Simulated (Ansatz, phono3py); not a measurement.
# KCl (Sylvite, Fm-3m): lattice thermal conductivity, part 4 of 4

Wanted: κ(T), lifetimes and mean free paths for KCl (Sylvite).

What experiment has found for this phase:
- thermal conductivity 7.1 W/m/K near room temperature (given in “Combining the AFLOW GIBBS and Elastic Libraries to efficiently and robustly screen thermo-mechanical properties of solids”, 2017, arXiv:1611.05714)
- thermal conductivity 7.1 W/m/K near room temperature (given in “Predicting the lattice thermal conductivity of solids by solving the Boltzmann transport equation: AFLOW - AAPL an automated, accurate and efficient framework”, 2017, arXiv:1611.05481)

Ansatz 0.2.0; DFT LDA, scalar-relativistic, plane waves, PAW.

So far. Step 2 (Probe on a coarse mesh): The start is under -2.0 GPa at this level and looks like an insulator or semiconductor on this mesh. Step 5 (Relaxing to small residual forces and stress): The residual pressure is -0.0094 GPa, small enough for phonons. The relaxed cell has a = 6.077 Å (conventional setting).

### 6. Third-order constants and the Boltzmann equation (continued)

Born charge (rows field, columns displacement) (e), principal values of the symmetric part by kind of site:

```
atom  atoms with these values    low  middle   high   mean
  K1                        1   1.11    1.11   1.11   1.11
 Cl2                        1  -1.11   -1.11  -1.11  -1.11
```

In full for Cl2:

```
-1.11  0.00  0.00
 0.00 -1.11  0.00
 0.00  0.00 -1.11
```

RTA, 300 K. Kappa by branch, by row:

```
branch (by rank)  mean frequency (THz)  mean rms speed (km/s)  median lifetime (ps)  share of kappa
               1                  2.13                   2.06                   7.2           0.302
               2                  2.67                   2.49                  3.79           0.283
               3                  3.53                   2.48                  4.48           0.291
               4                  4.42                   1.66                  3.62            0.08
               5                  4.78                   1.01                  3.54            0.03
               6                  5.28                   1.12                   1.6           0.014
```

Table of spectral kappa at 300 K by frequency; read off at these points; values in W/m/K/THz:

```
frequency (THz)  relaxation time (W/m/K/THz)  full solution (W/m/K/THz)
           0.10                            0                          0
           0.30                        0.714                      0.708
           0.50                         0.71                      0.700
           0.70                         1.74                       1.75
           1.10                         1.13                       1.25
           1.30                         1.87                       2.05
           1.50                         2.12                       2.43
           1.70                         2.61                       3.04
           1.90                          3.3                       3.94
           2.10                         3.26                       3.97
           2.30                         3.43                       4.30
           2.50                         3.81                       4.86
           2.70                         2.54                       3.29
           2.90                         3.85                       5.02
           3.10                         2.57                       3.30
           3.30                         2.83                       3.80
           3.50                         2.73                       3.69
           3.70                         2.15                       3.09
           3.90                         2.20                       3.45
           4.10                         1.48                       2.48
           4.50                         1.40                       2.66
           4.70                         1.22                       2.45
           4.90                        0.558                       1.16
           5.10                        0.255                      0.622
           5.30                        0.205                      0.608
           5.50                       0.0852                      0.326
           5.70                       0.0705                      0.310
           6.10                       0.0204                      0.147
           6.30                      0.00954                     0.0789
           6.50                      0.00130                     0.0200
           6.70                       9.2e-6                     3.7e-4
```

Relaxation-time solution. Table of share of κ carried by shorter paths by mean free path:

```
mean free path (nm)  100 K  300 K  800 K
              0.464      0      0  0.002
              0.681      0      0  0.007
                  1      0  0.001  0.013
               1.47      0  0.004  0.028
               2.15      0   0.01  0.086
               3.16  0.001  0.018  0.201
               4.64  0.004  0.048  0.354
               6.81  0.008  0.126  0.535
                 10  0.018  0.266  0.736
               14.7  0.047  0.419  0.879
               21.5  0.102  0.636  0.925
               31.6    0.2  0.794  0.944
               46.4  0.358  0.897  0.953
               68.1  0.573  0.929  0.966
                100  0.735  0.947  0.977
                147  0.853  0.955  0.991
                215  0.906  0.972      1
                316  0.933  0.986      1
                464  0.938      1      1
                681  0.955      1      1
               1000   0.97      1      1
               1470  0.989      1      1
               2150      1      1      1
```

300 K; a sample spread over frequency. Mode lifetimes, by row, the first 40 of 90 rows:

```
    q1      q2       q3  branch  frequency (THz)  rms speed (km/s)  three-phonon rate (1/ps)  isotope rate (1/ps)  lifetime (ps)  mean free path (nm)
     0  0.0588   0.0588       1            0.329              1.67                   0.00391              3.35e-7            256                  427
     0  0.0588  -0.1176       1            0.851              2.99                    0.0807              4.70e-5           12.4                   37
0.0588  0.1176   0.2353       1            1.071              2.54                    0.0689              1.26e-4           14.5                 36.7
     0  0.1176  -0.1765       1            1.281              2.34                    0.0519              2.69e-4           19.2                 44.9
0.1176  0.2353   0.3529       1            1.439              1.62                    0.0287              4.60e-4           34.3                 55.8
0.0588  0.2353   0.2941       2            1.515              3.17                     0.141              6.13e-4           7.07                 22.4
0.1176  0.2941   0.4118       1            1.643               1.5                    0.0373              9.26e-4           26.1                 39.1
     0  0.1176   0.2941       1            1.712              2.59                     0.282              0.00128           3.53                 9.15
     0  0.0588   0.2353       2            1.788              3.14                     0.298              0.00156           3.34                 10.5
     0  0.0588  -0.1765       2            1.857              3.11                     0.436              0.00174           2.29                 7.12
     0       0   0.2353       1            1.922              3.27                      0.34              0.00188           2.92                 9.54
     0  0.1176   0.2941       2            1.983              3.27                     0.225              0.00211            4.4                 14.4
     0  0.3529   0.4706       2            2.072              2.79                    0.0709              0.00246           13.6                   38
0.0588  0.2941  -0.2353       1            2.139              1.63                    0.0454              0.00264           20.8                 33.9
0.1765  0.4706  -0.3529       1            2.224              1.42                    0.0406              0.00299           22.9                 32.6
0.0588  0.1765  -0.2941       1            2.296              2.63                     0.219              0.00321           4.49                 11.8
0.1176  0.4118  -0.3529       1            2.358              1.88                      0.12               0.0035           8.08                 15.2
     0  0.0588   0.3529       1            2.425              2.65                     0.366              0.00365            2.7                 7.16
0.2353  0.4706  -0.2941       1            2.495              1.36                    0.0398              0.00426           22.7                 30.9
     0  0.4118  -0.4118       2            2.553              3.32                    0.0953              0.00451             10                 33.3
0.0588  0.2941  -0.4118       1            2.624              2.21                     0.281              0.00487            3.5                 7.72
     0  0.1176  -0.2353       2            2.668               2.8                     0.449              0.00454            2.2                 6.16
     0  0.3529  -0.3529       2            2.733              1.16                    0.0422              0.00476           21.3                 24.7
     0  0.1765   0.1765       3            2.814              4.22                     0.164              0.00582           5.88                 24.8
0.1176  0.4118  -0.4118       2            2.864              3.27                     0.228              0.00713           4.26                 13.9
     0  0.1765  -0.4706       1            2.905              2.22                     0.334              0.00561           2.94                 6.53
     0  0.2941  -0.3529       2            2.956              2.09                     0.315              0.00549           3.12                 6.53
0.0588  0.2353  -0.4118       2            3.026              2.25                     0.226              0.00668           4.29                 9.65
0.1765  0.4118  -0.4118       2            3.085              1.07                     0.205              0.00642           4.73                 5.03
     0  0.0588   0.4118       2            3.128              2.24                     0.394              0.00692           2.49                 5.58
0.0588  0.1765  -0.4118       2            3.175               2.1                     0.369               0.0067           2.66                 5.58
0.1765  0.4118  -0.4118       3             3.22              1.62                     0.213              0.00812           4.52                 7.32
0.0588  0.1765  -0.2941       2            3.278              2.53                     0.386              0.00602           2.55                 6.47
0.1176  0.2353  -0.4706       2            3.357              1.09                     0.329              0.00597           2.99                 3.25
     0       0   0.4706       2            3.411              1.86                     0.396              0.00659           2.48                 4.61
     0  0.2353  -0.2941       2            3.463              1.03                     0.368              0.00249            2.7                 2.78
0.0588  0.3529  -0.3529       3            3.545              3.37                     0.151              0.00585            6.4                 21.6
     0  0.2353   0.4706       3            3.618              2.39                     0.218              0.00771           4.44                 10.6
0.0588  0.2353  -0.1765       3            3.706              2.99                     0.211               0.0101           4.53                 13.6
0.0588  0.2353   0.4706       3            3.774               2.2                     0.276               0.0195           3.39                 7.44
```

Without the LO-TO term. Gamma linewidths, by row:

```
branch  frequency (cm⁻¹)  three-phonon rate (1/ps)  isotope rate (1/ps)  FWHM (cm⁻¹)
     4             161.2                     0.182               0.0532         1.25
     5             161.2                     0.182               0.0532         1.25
     6             161.2                     0.182               0.0532         1.25
```

W/m/K, third of the trace; RTA populations with a boundary rate v/L added to each mode (Matthiessen's rule). Kappa by grain size, by row:

```
T (K)   bulk  10 nm  30 nm  100 nm  300 nm  1000 nm  10000 nm  100000 nm
  100  29.51  4.922  10.19   17.55   23.17    26.81     29.14      29.47
  300  10.32  3.978  6.375   8.443   9.496    10.02     10.29      10.32
  600  5.258  2.815  3.927    4.69   5.026     5.18     5.249      5.257
```

W/m/K, third of the trace; RTA populations with the isotope rates scaled. Kappa by mass disorder, by row:

```
T (K)  no isotopes  as typed  variance x 3  variance x 10  variance x 30
  100        32.72     29.51         25.42          18.55          11.96
  300        10.74     10.32         9.654           8.13          6.045
  600        5.366     5.258         5.066          4.557          3.703
```

At 300 K the relaxation-time value is 10.4 W/(m K).

### 7. Summary of results

| Item | Value |
| --- | --- |
| highest frequency | 221.7 cm⁻¹ |
| Debye temperature from the second moment | 247 K |
| κ at 300 K (relaxation time) | 10.42 W/m/K |
| κ at 300 K (full solution) | 14.06 W/m/K |
| mean free path at half of κ | 17 nm |
| share of κ above the three lowest branches | 0.124 |

What this shows: The lattice of KCl (Sylvite) conducts 14.1 W/(m K) at 300 K by LDA (mean over directions, full solution). The full solution lies +35 % from the relaxation-time value at 300 K, a sign that momentum-conserving scattering matters. Above 300 K the relaxation-time κ falls as T^-0.95, near the 1/T law of three-phonon scattering. Grains of 100 nm would keep 82 % of the bulk value at 300 K, and grains of 1 µm 97 %. Removing the natural isotope disorder raises κ at 300 K by 4 %. A measured thermal conductivity near room temperature is 7.1 W/m/K (arXiv:1611.05714); the calculated 14.1 W/m/K differs by +98 %. The relaxed cell is 10 % smaller in volume than the database cell, which stiffens most phonons and usually raises κ; no run here tested that. Four-phonon, defect and boundary scattering, which are left out, would lower the calculated value; thermal expansion is left out too. The sum rules changed one orbit of cubic constants by up to 11 %; by the manual a large change points to a short cutoff or, on a small and distant orbit, to noisy forces. The conductivities include the coherence part between close branches; the shares for grains, isotopes, branches and paths are of the relaxation-time populations alone. Cubic couplings among atoms farther apart than the pair cutoff are dropped, and neither the cutoff nor the q-mesh was shown to be converged here. The PAW files were made for PBE and are used here under another functional, for which the program regenerates the frozen cores. The cell of these runs is 10 % smaller in volume than the database cell; frequencies and all that rests on them shift with it.

[Logs are printed without paths, hosts, clocks, repeated set-up lines and the standing remarks that a program may print on its own settings, such as how far it seeks lower states.]

[Hosts, paths, dates, database ids (printed as entryN), source tags and the programs' standing remarks are cut or masked in the printed files.]

[A step with changed settings may run another functional than the one named; its input shows which.]
